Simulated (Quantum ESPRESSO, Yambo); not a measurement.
# Al2O3 (Corundum): G0W0 on several meshes in Yambo, part 2 of 2

How does the mesh move the gap of Al2O3 (Corundum)?

Quantum ESPRESSO 7.5 and Yambo 5.3.0; PBE and many-body steps on it, plane waves. Known limits of the many-body steps: not at the basis limit; coarse k mesh.

So far. Step 4 (2×2×2): The gap on the mesh goes from 6.27 eV to 8.40 eV, a correction of +2.13 eV. Step 5 (Empty states on the mesh, 6×6×6 mesh, 113 bands): On this mesh the gap is 6.266 eV.

## Step 6: Conversion and set-up

This step: Yambo 5.3.0; conversion and set-up on PBE, plane waves, norm-conserving pseudopotentials.

Started as:

```console
$ (cd o/x.save; p2y > p2y.log; mv SAVE ../..); yambo > setup.log
```

What it wrote:

```text
 Yambo, version 5.3.0

 [02] CORE Variables Setup
 =========================

  [02.01] Unit cells
  ==================

  Cell kind             :  Unknown
  Atoms in the cell     :  Al  O
  number of Al atoms    :   4
  number of O  atoms    :   6

  List of atomic masses
  Mass of Al    :  26.98200
  Mass of O     :  15.99900

  List of atomic coordinates    : [cc]
  Al1       :  0.35418E-16 -0.66549E-10   8.6484      order 1
  Al2       : -0.25722E-16 -0.27938E-10   3.6307      order 2
  Al3       :  0.25306E-15 -0.12242E-09   15.910      order 3
[...]
Q [ 1]         [rlu]:  0.000000  0.000000  0.000000
 Q [ 2]         [rlu]:  0.55901E-17  0.55901E-17  0.16667
 Q [ 3]         [rlu]:  0.51544E-16  0.37667E-16  0.33333
[...]
Q [ 8]         [rlu]: -0.40251E-16  0.16667     -0.33333
 Q [ 9]         [rlu]: -0.64121E-16  0.16667     -0.16667
 Q [10]         [rlu]: -0.15251E-15  0.33333      0.33333
     [... 28 further rows ...]
 Q [39]         [rlu]: -0.333333 -0.166667  0.166667
 Q [40]         [rlu]: -0.500000 -0.166667 -0.666667

  [03.01] X indexes
  =================

   [03.01.01] Sigma indexes
   ========================

 [06] Game Over & Game summary
```

It took 3.4 s on 1 MPI rank of Arm Neoverse V2, shared host; peak memory 0.27 GiB.

## Step 7: 6×6×6

This step: G0W0 on PBE, plane waves, norm-conserving pseudopotentials.

Contents of gw14.in:

```
HF_and_locXC
gw0
dyson
ppa
em1d
rim_cut
RandQpts= 1000000
RandGvec= 1 RL
EXXRLvcs= 72 Ry
VXCRLvcs= 288 Ry
Chimod= "HARTREE"
% BndsRnXp
 1 | 113 |
%
NGsBlkXp= 9 Ry
% LongDrXp
 1 | 1 | 1 |
%
% GbndRnge
 1 | 113 |
%
DysSolver= "n"
ExtendOut
PPAPntXp= 27.21138 eV
% QPkrange
 1 | 1 | 23 | 26 |
%
```

Started as:

```console
$ OMP_NUM_THREADS=2 mpirun -n 4 yambo -F gw14.in -J gw14 -C gw14 > gw14.log
```

What it wrote:

```text
 Yambo, version 5.3.0

 [02] CORE Variables Setup
 =========================

  [... cell, symmetries and grids as in the set-up ...]

  [02.05] Energies & Occupations
  ==============================

  [X] === General ===
  [X] Electronic Temperature                        :  0.000000  0.000000 [eV K]
  [X] Bosonic    Temperature                        :  0.000000  0.000000 [eV K]
  [X] Finite Temperature mode                       : no
  [X] El. density                                   :  0.56459E+24 [cm-3]
  [X] Fermi Level                                   :  7.718763 [eV]

  [X] === Gaps and Widths ===
  [X] Conduction Band Min                           :  6.266286 [eV]
  [X] Valence Band Max                              :  0.000000 [eV]
  [X] Filled Bands                                  :  24
  [X] Empty Bands                                   :   25  113
  [X] Direct Gap                                    :  6.266286 [eV]
  [X] Direct Gap localized at k                     :  1
  [X] Indirect Gap                                  :  6.266286 [eV]
  [X] Indirect Gap between kpts                     :  1  1
  [X] Last valence band width                       :  0.602932 [eV]
  [X] 1st conduction band width                     :  3.502293 [eV]

 [03] Transferred momenta grid and indexing
 ==========================================

 IBZ Q-points                                      :   40
 BZ  Q-points                                      :  216

 K/Q-points units:
 rlu = crystal or reduced units; cc = cartesian coordinates; iku = interal k-units

 Q [ 1]         [rlu]:  0.000000  0.000000  0.000000
 Q [ 2]         [rlu]:  0.55901E-17  0.55901E-17  0.16667
 Q [ 3]         [rlu]:  0.51544E-16  0.37667E-16  0.33333
[...]
================================================

 [VXC] Plane waves :   47361
 [EXS] Plane waves :   5903

 QP @ state[ 1 ] K range:  1  1
 QP @ state[ 1 ] b range:  23  26

 [xc] Functional : Perdew, Burke & Ernzerhof(X)+Perdew, Burke & Ernzerhof(C)
 [xc] LIBXC used to calculate xc functional
  PP Number of Atomic Species                      :  2
  NLCC RL compoments                               :   47361
  PP Number of Atomic Species                      :  2
  NLCC RL compoments                               :   47361

 [xc] E_xc :  -25.09477 [Ha]
      E_xc :  -50.18954 [Ry]

  Local XC kind (lXC) : Perdew, Burke & Ernzerhof(X)+Perdew, Burke & Ernzerhof(C)
  Non-Local XC kind (nlXC) : Hartree-Fock

  Corrections @ K [1] :  [eV]
 <23|nlXC|23> = -25.99891  0.63536E-17 <23|lXC|23> = -20.46721 -0.70844E-32
 <24|nlXC|24> = -25.87232  0.22897E-17 <24|lXC|24> = -20.39735 -0.37763E-15
 <25|nlXC|25> = -8.939879 -0.44583E-18 <25|lXC|25> = -13.77892 -0.18882E-15
 <26|nlXC|26> = -6.124798  0.43153E-18 <26|lXC|26> = -11.42358  0.18882E-15

 [08] Dyson equation: Newton solver
 ==================================

  [08.01] G0W0 (W PPA)
  ====================

  [  GW  ] Bands range     :    1  113
  [GW/PPA] G damping       :  0.100000 [eV]

  QP @ state[ 1 ] K range:  1  1
  QP @ state[ 1 ] b range:  23  26

   Sc/G bands                                       :    1  113
   Sc/G damping                                     :  0.100000 ev
   Sc bands terminator                              : no
   Sx RL components                                 :   5903

   QP @ state[ 1 ] K range                          :  1  1
   QP @ state[ 1 ] b range                          :  23  26
   GF energies kind                                 : Perdew, Burke & Ernzerhof(X)+Perdew, Burke & Ernzerhof(C)
   GF WF`s kind                                     : Perdew, Burke & Ernzerhof(X)+Perdew, Burke & Ernzerhof(C)
   Xs energies kind                                 : Perdew, Burke & Ernzerhof(X)+Perdew, Burke & Ernzerhof(C)
   Xs WF`s kind                                     : Perdew, Burke & Ernzerhof(X)+Perdew, Burke & Ernzerhof(C)

 [11] Game Over & Game summary
```

It took 21 min on 4 MPI ranks; peak memory 7 GiB; 2.7 h of CPU time.

This step gave:

| Quantity | Value |
| --- | --- |
| G0W0 gap on the points computed | 8.452 eV |
| starting gap on the mesh | 6.266 eV |
| k of the valence top | 0, 0, 0 |
| k of the conduction bottom | 0, 0, 0 |
| least direct G0W0 gap on the computed points | 8.452 eV |
| Z at the valence top | 0.8192 |
| Z at the conduction bottom | 0.8549 |

Against G0W0 in Yambo (2×2×2 mesh, 113 bands, screening to 122.5 eV, Godby-Needs plasmon pole), the gap moves by +0.054 eV.

## Step 8: The runs together

Times are wall times on 4 MPI ranks of Arm Neoverse V2, shared host, good to a factor of about two.

```csv
run,mesh,bands,screening cutoff (eV),DFT gap (eV),gap on the mesh (eV),direct (eV),time
2×2×2,2×2×2,113,122.5,6.266,8.398,8.398,8.3 s
6×6×6,6×6×6,113,122.5,6.266,8.452,8.452,21 min
```

## Step 9: Outcome

| Quantity | Value |
| --- | --- |
| 2×2×2 | 8.398 eV |
| 6×6×6 | 8.452 eV |
| known limits | not at the basis limit; coarse k mesh |

What this shows: 6×6×6: +0.054 eV against 2×2×2. Bands and cutoff are finite, so the gap is not at the basis limit. The miss can reach some tenths of an eV and take either sign; the mesh is an error of its own. In the G0W0 runs levels were corrected at 1 k point alone, so a gap called «on the mesh» is the least over those, and an edge elsewhere would be missed. The 2×2×2 mesh is coarse for this cell, which bears on the long-range parts of exchange and screening.

[Paths, hosts, dates, memory and timing lines, banners, echoed tables and standing remarks are left out of the program output.]

[Logs are printed without paths, hosts, clocks, repeated set-up lines and the standing remarks that a program may print on its own settings, such as how far it seeks lower states.]

[Runs of the session that timed out or met a known fault of the program may be left out.]

[Hosts, paths, dates, database ids (printed as entryN), source tags and the programs' standing remarks are cut or masked in the printed files.]
